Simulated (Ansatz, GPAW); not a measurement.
# BaCa2As2 (model structure): optical spectrum from first principles, part 2 of 3

Wanted: where BaCa2As2 (model structure) starts to absorb, how strongly, and its refractive index. The structure is a model built here, which may or may not match a known phase. It was built so: All Mg replaced by Ca and P replaced by As in the P-3m1 structure of BaMg2P2. The cell is first relaxed with Ansatz.

GPAW 26.7.0; DFT, PBE, plane-wave PAW (GPAW data sets), scalar-relativistic, RPA, optical limit.

So far: The starting structure; Relaxation.

### 3. Ground state

The self-consistent density comes first; it also tells whether there is a gap, which decides the occupations and the need for a Drude term.

This step: DFT, PBE, plane-wave PAW (GPAW data sets), scalar-relativistic, ground state (GPAW 26.7.0).

gs.py reads:

```python
from ase import Atoms
from ase.dft.bandgap import bandgap
from gpaw import GPAW, PW, FermiDirac

atoms = Atoms(['Ba', 'As', 'As', 'Ca', 'Ca'],
              cell=[[4.889808380470, -0.000000000029, 0.000000000000],
                    [-2.444904190210, 4.234698277140, 0.000000000000],
                    [0.000000000000, 0.000000000000, 8.025184386300]],
              scaled_positions=[[1.000000000000, 0.000000000000, 0.000000000000],
                                [0.333333333333, 0.666666666667, 0.255671193100],
                                [0.666666666667, 0.333333333333, 0.744328806900],
                                [0.333333333333, 0.666666666667, 0.637707252500],
                                [0.666666666667, 0.333333333333, 0.362292747500]],
              pbc=[True, True, True])
atoms.calc = GPAW(mode=PW(500), xc='PBE', kpts={'size': (5, 5, 3), 'gamma': True},
                  occupations=FermiDirac(0.05), maxiter=150, txt='gs.txt')
print('energy (eV)', atoms.get_potential_energy())
print('Fermi level (eV)', atoms.calc.get_fermi_level())
print('valence electrons', atoms.calc.get_number_of_electrons())
print('gap (eV)', bandgap(atoms.calc, output=None)[0])
print('direct gap (eV)', bandgap(atoms.calc, direct=True, output=None)[0])
atoms.calc.write('gs.gpw')
```

The run is started by

```
> OMP_NUM_THREADS=1 python gs.py
```

Numbers of over 12 decimals in the logs are rounded to 6 here.

Log:

```text
__  _  _
 | _ |_)|_||  |
 |__||  | ||/\| - 26.7.0

Versions:
  Python: 3.12.14
  ASE:    3.29.0
  Numpy:  2.5.5
  Scipy:  1.18.1
  Libxc:  7.0.0

Input parameters:
  mode=PW(ecut=500.0),
  kpts=MonkhorstPack(size=(5, 5, 3), gamma=True),
  maxiter=150,
  occupations=Occupations(name='fermi-dirac', width=0.05, fixmagmom=False),
  xc=XC(name='PBE')

Diagonalizing LCAO Hamiltonian
Converting LCAO to pw mode

              As
         Ca

         As   Ca

                   Ba

Atoms  # Å, Bohr magnetons
|   | symbol |        x |         y |        z |    initial magnetic moments |
| 0 |     Ba | 4.889808 | -0.000000 | 0.000000 | ( 0.0000,  0.0000,  0.0000) |
| 1 |     As | 0.000000 |  2.823132 | 2.051808 | ( 0.0000,  0.0000,  0.0000) |
| 2 |     As | 2.444904 |  1.411566 | 5.973376 | ( 0.0000,  0.0000,  0.0000) |
| 3 |     Ca | 0.000000 |  2.823132 | 5.117718 | ( 0.0000,  0.0000,  0.0000) |
| 4 |     Ca | 2.444904 |  1.411566 | 2.907466 | ( 0.0000,  0.0000,  0.0000) |

Unit cell  # Å
| periodic |         x |         y |        z |  lengths |     angles |
|      yes |  4.889808 | -0.000000 | 0.000000 | 4.889808 |  90.000000 |
|      yes | -2.444904 |  4.234698 | 0.000000 | 4.889808 |  90.000000 |
|      yes |  0.000000 |  0.000000 | 8.025184 | 8.025184 | 120.000000 |

Number of symmetries: 12
Symmetry operations  # r_c * U_cc + t_c -> r_c
|    | kind |            matrix            |
|  0 |  σ   |  1, 1, 0,  0,-1, 0,  0, 0, 1 |
|  1 |  S6  |  1, 1, 0, -1, 0, 0,  0, 0,-1 |
|  2 |  E   |  1, 0, 0,  0, 1, 0,  0, 0, 1 |
|  3 |  C2  |  1, 0, 0, -1,-1, 0,  0, 0,-1 |
|  4 |  C2  |  0, 1, 0,  1, 0, 0,  0, 0,-1 |
|  5 |  C3  |  0, 1, 0, -1,-1, 0,  0, 0, 1 |
|  6 |  S6  |  0,-1, 0,  1, 1, 0,  0, 0,-1 |
|  7 |  σ   |  0,-1, 0, -1, 0, 0,  0, 0, 1 |
|  8 |  σ   | -1, 0, 0,  1, 1, 0,  0, 0, 1 |
|  9 |  i   | -1, 0, 0,  0,-1, 0,  0, 0,-1 |
| 10 |  C3  | -1,-1, 0,  1, 0, 0,  0, 0, 1 |
| 11 |  C2  | -1,-1, 0,  0, 1, 0,  0, 0,-1 |

BZ-sampling:
  Number of BZ points: 75
  Number of IBZ points: 12

  Monkhorst-Pack size: [5, 5, 3]
  Monkhorst-Pack shift: [0, 0, 0]

K-points  # in reciprocal-cell coordinates
|     |                                coordinates |     weight |
|   0 | (  0.00000000,   0.00000000,   0.00000000) | 0.01333333 |
|   1 | (  0.00000000,   0.00000000,   0.33333333) | 0.02666667 |
|   2 | (  0.20000000,   0.00000000,  -0.33333333) | 0.08000000 |
|   3 | (  0.20000000,   0.00000000,   0.00000000) | 0.08000000 |
|   4 | (  0.20000000,   0.00000000,   0.33333333) | 0.08000000 |
|   5 | (  0.40000000,  -0.20000000,   0.00000000) | 0.08000000 |
|   6 | (  0.40000000,  -0.20000000,   0.33333333) | 0.16000000 |
|   7 | (  0.40000000,   0.00000000,  -0.33333333) | 0.08000000 |
|   8 | (  0.40000000,   0.00000000,   0.00000000) | 0.08000000 |
|   9 | (  0.40000000,   0.00000000,   0.33333333) | 0.08000000 |
| ... |                                            |            |
|  11 | (  0.40000000,   0.40000000,   0.33333333) | 0.16000000 |

Plane wave coefficients: 4247
Cutoff: 500.0 eV

Spin-components: 1 (collinear spins)
Bands:           23
Projectors:      26
Spin-degeneracy: 2
Datatype:        complex128

Parallelization:
  kpt:    1
  domain: 1
  band:   1

Density:
  Valence electrons: 40.0
  Components: 1
  Grid points: [27 27 42]
  Charge: 0.0  # |e|

Potential:
  Grid points: [27 27 42]

species:
  Ba:
    name:    Barium
    id:
    Z:       56.0
    valence: 10
    core:    46
    charge:  0.0  # [|e|]
    compensation charges:
      type: gauss
      rc: 0.37  # [Å]
      lmax: 2
    cutoffs:
      filter: 2.06  # [Å]
      core: 2.33  # [Å]
    projectors
    | kind |    occ | energy [eV] | rcut [Å] |
    |   5s |  2.000 |     -33.644 |    1.164 |
    |   6s |  2.000 |      -3.229 |    1.164 |
    |   5p |  6.000 |     -18.744 |    1.164 |
    |    p |        |       0.000 |    1.164 |
    |    d |        |       0.000 |    1.164 |
    |    d |        |      27.211 |    1.164 |

    Using partial waves for Ba as LCAO basis

  As:
    name:    Arsenic
    id:
    Z:       33.0
    valence: 5
    core:    28
    charge:  0.0  # [|e|]
    compensation charges:
      type: gauss
      rc: 0.33  # [Å]
      lmax: 2
    cutoffs:
      filter: 1.87  # [Å]
      core: 2.96  # [Å]
    projectors
    | kind |    occ | energy [eV] | rcut [Å] |
    |   4s |  2.000 |     -14.487 |    1.058 |
    |   4p |  3.000 |      -5.196 |    1.058 |
    |    s |        |      12.725 |    1.058 |
    |    p |        |      22.016 |    1.058 |
    |    d |        |       0.000 |    1.058 |

    Using partial waves for As as LCAO basis

  Ca:
    name:    Calcium
    id:
    Z:       20.0
    valence: 10
    core:    10
    charge:  0.0  # [|e|]
    compensation charges:
      type: gauss
      rc: 0.37  # [Å]
      lmax: 2
    cutoffs:
      filter: 2.10  # [Å]
      core: 1.17  # [Å]
    projectors
    | kind |    occ | energy [eV] | rcut [Å] |
    |   3s |  2.000 |     -47.086 |    1.175 |
    |   4s |  2.000 |      -3.766 |    1.175 |
    |   3p |  6.000 |     -28.008 |    1.154 |
    |    p |        |      -0.797 |    1.154 |
    |    d |        |       0.000 |    0.937 |

    Using partial waves for Ca as LCAO basis

Reference energy: -381305.528176  # eV

eigensolver:
  PPCG
  Converge bands: occupied
  niter=2

density mixing:
  MSR1-Mixer
  Pratt-step length: 0.05
  Maximum mixing coefficient: 0.75
  Old densities: 10
  SVD Regularization: 0.005
  Good broyden scale: 1.0
  Trust region scale: 1.0
  Backstep threshold: 4.0
  History deletion threshold: 6.0
  Fourier metric: weight=20.0, sigma=0.015

occupation numbers:
  Fermi-Dirac:
    width: 0.0500  # eV

poisson solver:
  ecut: 4000.0  # eV

xc functional:
  name: PBE with 2 nearest neighbor stencil

convergence criteria:
- Maximum [total energy] change in last 3 cyles: 0.0005 eV / valence electron
- Maximum integral of absolute [dens]ity change: 0.0001 electrons / valence electron
- Maximum integral of absolute [eigenst]ate change: 4e-08 eV^2 / valence electron
maximum number of iterations: 150

SCF iterations
|iter     |      energy | eigst |  dens |
|iter:   1||  -21.794555 | +0.10 |       |
|iter:   2||  -21.797598 | -1.20 | -1.04 |
|iter:   3||  -21.324091 | -1.10 | -1.08 |
|iter:   4||  -21.165521 | -2.00 | -1.43 |
|iter:   5||  -21.181714 | -2.57 | -1.72 |
|iter:   6||  -21.166982c| -2.88 | -2.01 |
|iter:   7||  -21.167615c| -4.20 | -2.51 |
|iter:   8||  -21.167635c| -5.25 | -3.23 |
|iter:   9||  -21.167640c| -6.16 | -3.64 |
|iter:  10||  -21.167641c| -7.01 | -4.12c|
|iter:  11||  -21.167642c| -7.95c| -4.73c|

Converged in 11 steps
SCF loop duration: 26.372 s (2.397 s/step)
Energy contributions relative to reference atoms: (reference = -381305.528176)

Energy contributions:
  Kinetic:          24.897158
  Coulomb:         -17.441170
  Zero:             -1.162240
  External:          0.000000
  Xc:              -27.461390
  Entropy:          -0.000000
  Spinorbit:         0.000000
  ----------------------------
  Free energy:     -21.167642
  Extrapolated:    -21.167642

dipole moment: (-14.793544, -25.623170, -48.558516)  # |e|*Ang

Fermi level: 4.772
Eigenvalues  # (at kpt = [0.000, 0.000, 0.000])
| band index |      eig [eV] | occ [0-2] |
|          0 |       -36.124 |     2.000 |
|        ... |               |           |
|         12 |        -4.823 |     2.000 |
|         13 |        -4.310 |     2.000 |
|         14 |         2.194 |     2.000 |
|         15 |         3.489 |     2.000 |
|         16 |         3.489 |     2.000 |
|         17 |         3.805 |     2.000 |
|         18 |         3.805 |     2.000 |
|         19 |         4.021 |     2.000 |
|         20 |         5.873 |     0.000 |
|         21 |         7.107 |     0.000 |
|         22 |         7.635 |     0.000 |

Gap: 1.511 eV
Transition (v -> c):
  (s=0, k=0, n=19, [0.00, 0.00, 0.00]) -> (s=0, k=8, n=20, [0.40, 0.00, 0.00])
Direct/indirect transitions are different
Direct gap: 1.627 eV
Transition at: (s=0, k=8, n=19, [0.40, 0.00, 0.00])

--- standard output ---
energy (eV) -21.167642
Fermi level (eV) 4.772106
valence electrons 40.0
gap (eV) 1.511007
direct gap (eV) 1.627339
```

It took 28 s on 1 thread of Arm Neoverse V1, shared host; peak memory 0.2 GiB.

Numbers from this step:

- energy: -21.17 eV
- Fermi energy: 4.772 eV
- gap on the k-mesh: 1.511 eV
- direct gap on the mesh: 1.627 eV
- electrons: 40

There is a gap, 1.51 eV on this mesh (points off the mesh can give less), so no carriers' term is needed.

### 4. Bands for the response

The response needs many more empty bands than the density does.

This step: DFT, PBE, plane-wave PAW (GPAW data sets), scalar-relativistic, bands at fixed density (GPAW 26.7.0).

nscf.py reads:

```python
from ase.dft.bandgap import bandgap
from gpaw import GPAW, FermiDirac

calc = GPAW('gs.gpw').fixed_density(kpts={'size': (8, 8, 4), 'gamma': True}, nbands=79, convergence={'bands': 73},
                                    occupations=FermiDirac(0.001), txt='nscf.txt')
print('gap (eV)', bandgap(calc, output=None)[0])
print('direct gap (eV)', bandgap(calc, direct=True, output=None)[0])
print('top band over the Fermi level (eV)', min(calc.get_eigenvalues(kpt=k)[72] for k in range(len(calc.get_ibz_k_points()))) - calc.get_fermi_level())
calc.write('full.gpw', mode='all')
```

The run is started by

```
> OMP_NUM_THREADS=1 python nscf.py
```

Log:

```text
Diagonalizing LCAO Hamiltonian
Converting LCAO to pw mode
convergence criteria:
- Maximum integral of absolute [eigenst]ate change: 4e-08 eV^2 / valence electron
maximum number of iterations: 150

SCF iterations
|iter     |      energy | eigst |  dens |
|iter:   1||             | +3.61 |       |
|iter:   2||             | +2.34 |       |
|iter:   3||             | +1.31 |       |
|iter:   4||             | +0.37 |       |
|iter:   5||             | -0.34 |       |
|iter:   6||             | -0.95 |       |
|iter:   7||             | -1.58 |       |
|iter:   8||             | -2.09 |       |
|iter:   9||             | -2.69 |       |
|iter:  10||             | -3.23 |       |
|iter:  11||             | -3.87 |       |
|iter:  12||             | -4.42 |       |
|iter:  13||             | -5.06 |       |
|iter:  14||             | -5.63 |       |
|iter:  15||             | -6.27 |       |
|iter:  16||             | -6.80 |       |
|iter:  17||             | -7.34 |       |
|iter:  18||             | -7.51c|       |
SCF steps: 18
  __  _  _
 | _ |_)|_||  |
 |__||  | ||/\| - 26.7.0

Versions:
  Python: 3.12.14
  ASE:    3.29.0
  Numpy:  2.5.5
  Scipy:  1.18.1
  Libxc:  7.0.0

Input parameters:
  mode=PW(ecut=500.0),
  convergence={'bands': 73},
  gpts=array([27, 27, 42]),
  kpts=MonkhorstPack(size=(8, 8, 4), gamma=True),
  maxiter=150,
  nbands=79,
  occupations=Occupations(name='fermi-dirac', width=0.001, fixmagmom=False),
  parallel={},
  xc=XC(name='PBE')

--- standard output ---
gap (eV) 1.402577
direct gap (eV) 1.496314
top band over the Fermi level (eV) 19.762013
```

Wall time 6.7 min (1 thread); peak memory 0.42 GiB.

Numbers from this step:

| Item | Value |
| --- | --- |
| gap on the k-mesh | 1.403 eV |
| direct gap on the mesh | 1.496 eV |

### 5. Dielectric function, RPA

Local fields let the induced charge screen the field inside the cell, which as a rule lowers ε, most along directions where the density is uneven.

This step: DFT, PBE, plane-wave PAW (GPAW data sets), scalar-relativistic, RPA, optical limit (GPAW 26.7.0).

df.py reads:

```python
from gpaw.response.df import DielectricFunction

df = DielectricFunction('full.gpw', frequencies={'type': 'nonlinear', 'domega0': 0.03, 'omega2': 8},
                        ecut=60,
                        eta=0.15,
                        nbands=73,
                        txt='df.txt')
for direction in ['x', 'z']:
    df.get_dielectric_function(xc='RPA', direction=direction, filename=f'df_{direction}.csv')
```

The run is started by

```
> OMP_NUM_THREADS=1 python df.py
```

Log:

```text
Using integrator: PointIntegrator
NonLinearFrequencyDescriptor(from 0.000 to 62.066 eV, 492 points)
Nonperiodic BCs:  [False False False]
Using integrator: PointIntegrator
NonLinearFrequencyDescriptor(from 0.000 to 62.066 eV, 492 points)
Nonperiodic BCs:  [False False False]

Calculating chi0 body with:
    Ground state adapter containing:
    Number of spins: 1
    Number of kpoints: 256
    Number of irreducible kpoints: 35
    Number of completely occupied states: 20
    Number of partially occupied states: 20

    Linear response parametrization:
    q_c: [0.0, 0.0, 0.0]
    Number of frequency points: 492
    Planewave cutoff: 60.0
    Number of bands: 73
    Number of planewaves: 161
    Broadening (eta): 0.15

Integrating chi0 body.

Symmetries of q_c:
    Direct symmetries (Uq -> q): 12
    Indirect symmetries (TUq -> q): 0
In total 12 allowed symmetries.

35 groups of equivalent kpoints. 86.328125% reduction.

Integral kind: spectral function

Calculating chi0 optical extensions with:
    Ground state adapter containing:
    Number of spins: 1
    Number of kpoints: 256
    Number of irreducible kpoints: 35
    Number of completely occupied states: 20
    Number of partially occupied states: 20

    Linear response parametrization:
    Number of frequency points: 492
    Planewave cutoff: 60.0
    Number of bands: 73
    Number of planewaves: 161
    Broadening (eta): 0.15
Integrating chi0 head and wings.

Symmetries of q_c:
    Direct symmetries (Uq -> q): 12
    Indirect symmetries (TUq -> q): 0
In total 12 allowed symmetries.

35 groups of equivalent kpoints. 86.328125% reduction.

Integral kind: spectral function wings
```

The job ended after 63 s (1 thread; peak memory 0.89 GiB).

Read-outs, printed or worked out from the files:

* electronic dielectric constant ε∞, mean over x, y and z (by symmetry where fewer were run): 6.643
* main peak of Im epsilon, first axis: 5.513 eV
* centre of weight of the strongest loss peak in the window: 11.85 eV

Some rows of df_x.csv (energy; Re and Im without local fields; Re and Im with them):

```text
0.000000, 8.149761, -0.000000, 6.560346, -0.000000
0.555532, 8.386071, 0.138479, 6.725620, 0.096736
1.143969, 9.416675, 0.504861, 7.444099, 0.352653
1.768324, 10.215803, 3.187972, 7.867180, 2.205186
2.431988, 9.138657, 5.870674, 7.461583, 3.839305
3.138794, 6.571296, 7.824894, 5.944762, 5.284380
3.893091, 4.483247, 9.011158, 4.810180, 6.343706
4.699832, 1.125381, 7.790177, 2.485323, 6.112340
5.564682, -1.576671, 7.307635, 0.743414, 7.262157
6.494155, -2.096979, 3.421781, -1.645543, 3.940646
7.495775, -0.971707, 1.560658, -1.028809, 1.690813
8.578281, -0.247533, 1.640105, -0.150222, 1.438923
9.751884, -0.319738, 1.303561, -0.084656, 1.240305
11.028587, 0.113417, 0.693854, 0.115424, 0.635547
12.422601, 0.406360, 0.536499, 0.453191, 0.557560
13.950874, 0.938717, 0.657976, 0.676734, 0.598905
15.633783, 0.742790, 0.467770, 0.511592, 0.535185
17.496047, 0.752633, 1.391121, 0.762555, 0.429722
19.567954, 0.408122, 0.339889, 0.723022, 0.581357
```

[end of part 2 of 3]

[Machine, clock and banner lines and Python warnings are left out of the logs.]

[Logs are printed without paths, hosts, clocks, repeated set-up lines and the standing remarks that a program may print on its own settings, such as how far it seeks lower states.]

[Hosts, paths, dates, database ids (printed as entryN), source tags and the programs' standing remarks are cut or masked in the printed files.]
